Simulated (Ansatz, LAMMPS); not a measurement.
# Amorphous 35La2O3-65GeO2 (mol %) (96 atoms): where an added charge goes: runs compared

Does an extra electron or hole in amorphous 35La2O3-65GeO2 (mol %) (96 atoms) stay spread out, or do the atoms trap it?

Computed with Ansatz 0.2.0: Kohn-Sham DFT, revPBE, PAW (set soft_1), plane waves.

## Step 1: The cell as built

The cell holds 96 atoms: 18 La, 17 Ge and 61 O. Cell: a = 11.526 Å, b = 11.526 Å, c = 11.526 Å, α = 90.0°, β = 90.0°, γ = 90.0°. 96 atoms (18 Nd, 17 Ge, 61 O) placed at random at 5.25 g/cm³, melted at 5000 K for 10 ps at fixed volume with the Morse and Coulomb pair potential with partial charges (Pedone, Malavasi, Menziani, Cormack and Segre, J. Phys. Chem. B 110, 11780 (2006)). Quenched from 5000 K to 300 K at 50 K/ps and fixed volume, held 10 ps at zero pressure, then minimised at fixed cell. Then Nd was replaced by La and the cell scaled by 1.016 (the potential has no terms for the new elements, so the cell is a start for a DFT relaxation).

What the set-up can't give: The quench rate of 50 K/ps far exceeds what a furnace or splat quench reaches, so expect more defects and frozen-in strain than in a real sample. The starting topology of bonds comes from the classical model, and needn't be the one that DFT or experiment would give. Only the Γ point is sampled, in a cell whose shortest periodic width is 12 Å. The levels lack spin–orbit coupling, which is large for the heavy elements here.

## Step 2: The reference run

The reference is a single point at the end of the relaxation.

The charged cells start from the geometry of this run, on a uniform background, with spin and a narrow Fermi–Dirac smearing.

Its input, with most atom lines left out:

```yaml
crystal:
  lattice:
    - [11.52624, 0.0, 0.0]
    - [0.0, 11.52624, 0.0]
    - [0.0, 0.0, 11.52624]
  atoms:
    - { symbol: La, position: [0.13288, 0.3336, 0.31749] }
    - { symbol: La, position: [0.76518, 0.94655, 0.49124] }
    - { symbol: La, position: [0.21047, 0.62261, 0.66799] }
    - { symbol: La, position: [0.61303, 0.51985, 0.8906] }
    - { symbol: La, position: [0.0703, 0.6709, 0.3602] }
    - { symbol: La, position: [0.60279, 0.96166, 0.19113] }
    - { symbol: La, position: [0.23796, 0.01587, 0.18599] }
    [... atom lines 8 to 96 left out ...]
kpoints:
  mp_grid: { grid: [1, 1, 1] }
hamiltonian:
  xc: revpbe
  pseudopotentials: { kind: paw, azcp: { folder: soft_1 } }
scf:
  occupations: { method: fixed }
output:
  forces: true
  stress: true
  populations: true
  dos:
    method: { smearing: { sigma: 0.15 } }
    de: 0.1
    projected: { site_lists: { Ge: [Ge], La: [La], O: [O] } }
  eigenvalues: true
  write_density: true
  write_potential: true
  volumetric_format: npy
  elf: true
```

| Property | Result |
| --- | --- |
| free energy per atom | -2296.7743 eV/atom |
| r.m.s. force component | 0.00569 eV/Å |
| pressure | -0.3779 GPa |

Filled and empty levels are parted by 2.75 eV (at Γ alone); a semilocal functional tends to put such gaps too low. In a disordered cell it changes from sample to sample, and tail or defect levels can set it.

## Step 3: The runs

Each row is one run, on 4 threads of Intel Xeon Platinum 8488C (Sapphire Rapids), shared host. The free energy is the program's total, comparable only between runs with the same functional, potentials and atoms; between charge states it hangs on the program's zero of potential.

```
                                              run  atoms    outcome  ionic steps, all passes  free energy (eV)     time  host memory (GiB)
                        Single point at the start     96  converged                        -       -220484.690     47 s                2.4
                                       Relaxation     96  converged                       14       -220490.331    3 min                2.5
             Single point at the relaxed geometry     96  converged                        -       -220490.331     65 s                2.5
                    An extra electron, atoms held     96  converged                        -       -220480.810  2.4 min                4.1
                 An extra electron, atoms relaxed     96  converged                        5       -220480.883  3.5 min                4.2
An extra electron, levels at the relaxed geometry     96  converged                        -       -220480.883  1.7 min                4.1
          Neutral at the geometry of the electron     96  converged                        -       -220490.231     51 s                2.5
                        An extra hole, atoms held     96  converged                        -       -220496.997  1.9 min                4.1
                     An extra hole, atoms relaxed     96  converged                       16       -220497.214  8.4 min                4.1
    An extra hole, levels at the relaxed geometry     96  converged                        -       -220497.214     93 s                4.0
              Neutral at the geometry of the hole     96  converged                        -       -220489.296     65 s                2.5
```

A closer look about O63, which holds the most spin of the extra hole after relaxation: 9 atoms, nearest first, numbered in the order of the input, with positions taken from that point.

```
atom      x      y      z  distance (Å)  Löwdin charge (e)  moment (μB)
 O63   0.00   0.00   0.00          0.00              -0.49         0.39
Ge34  -1.82  -0.46  -0.56          1.95               1.44         0.00
 O93  -0.96   0.40  -1.95          2.21              -0.52         0.39
 La8  -0.04   2.41  -0.53          2.47               1.06         0.00
La17   1.49  -0.05   2.11          2.58               1.00         0.01
 O54  -1.78  -1.90   0.53          2.66              -0.68         0.00
 La4   2.10  -0.94  -1.35          2.67               1.05         0.00
 O53  -2.59   0.87   0.46          2.77              -0.68         0.00
 O88   1.76  -2.13   0.83          2.88              -0.64         0.01
```

## Step 4: Energies and spread of the extra charge

Energies are differences within one cell and functional; the shift is the gain plus the neutral cell's energy at the new geometry, that is how much cheaper the vertical process becomes there. The spread is the participation number of the site moments (1/Σw², over the spin inside atomic spheres), with the atom that holds the largest share and the spin that the spheres hold in all.

```
 carrier  charged less neutral, atoms held (eV)  gain on relaxing (eV)  neutral cell at that geometry, less the reference (eV)  shift of the vertical energy (eV)       spread, atoms held          spread, relaxed
electron                                  9.521                  0.074                                                   0.100                              0.174  57; Ge32 5 % of 0.35 μB  39; Ge32 8 % of 0.43 μB
    hole                                 -6.666                  0.217                                                   1.035                              1.251   22; O93 8 % of 0.91 μB   3; O63 43 % of 0.91 μB
```

## Step 5: What came out

The extra electron gains 0.074 eV as the atoms relax, and its spin goes from about 57 to 39 atoms: a partial localisation as the atoms move, with the largest share on Ge32. With the atoms held, the spheres hold only 0.35 of the 0.86 μB, so the spread is read from a small part of the spin. The extra hole gains 0.22 eV as the atoms relax, and its spin goes from about 22 to 3 atoms: the atoms trap it, with the largest share on O63. The O63–O93 distance goes from 2.51 to 2.21 Å. Adding the two vertical energies gives 2.86 eV, against a gap of 2.75 eV in the neutral cell. The zero of the potential cancels in this sum; the excess isn't taken apart here: charging of a small cell, filling of bands on a coarse mesh and the attraction to the background can all enter.

**Limits.** Single energies of charged cells hang on the program's zero of potential. In the spin-polarised runs the search for a state of lower energy was switched off. No distortion was seeded, so a trapped state behind a barrier can't be found. Local and semilocal functionals favour spread-out charges, so trapping can be missed. Charged cells carry a uniform background, with no correction for images.

The DFT runs together took 26 min of wall time.

[Logs are printed without paths, hosts, clocks, repeated set-up lines and the standing remarks that a program may print on its own settings, such as how far it seeks lower states.]

[Hosts, paths, dates, database ids (printed as entryN), source tags and the programs' standing remarks are cut or masked in the printed files.]
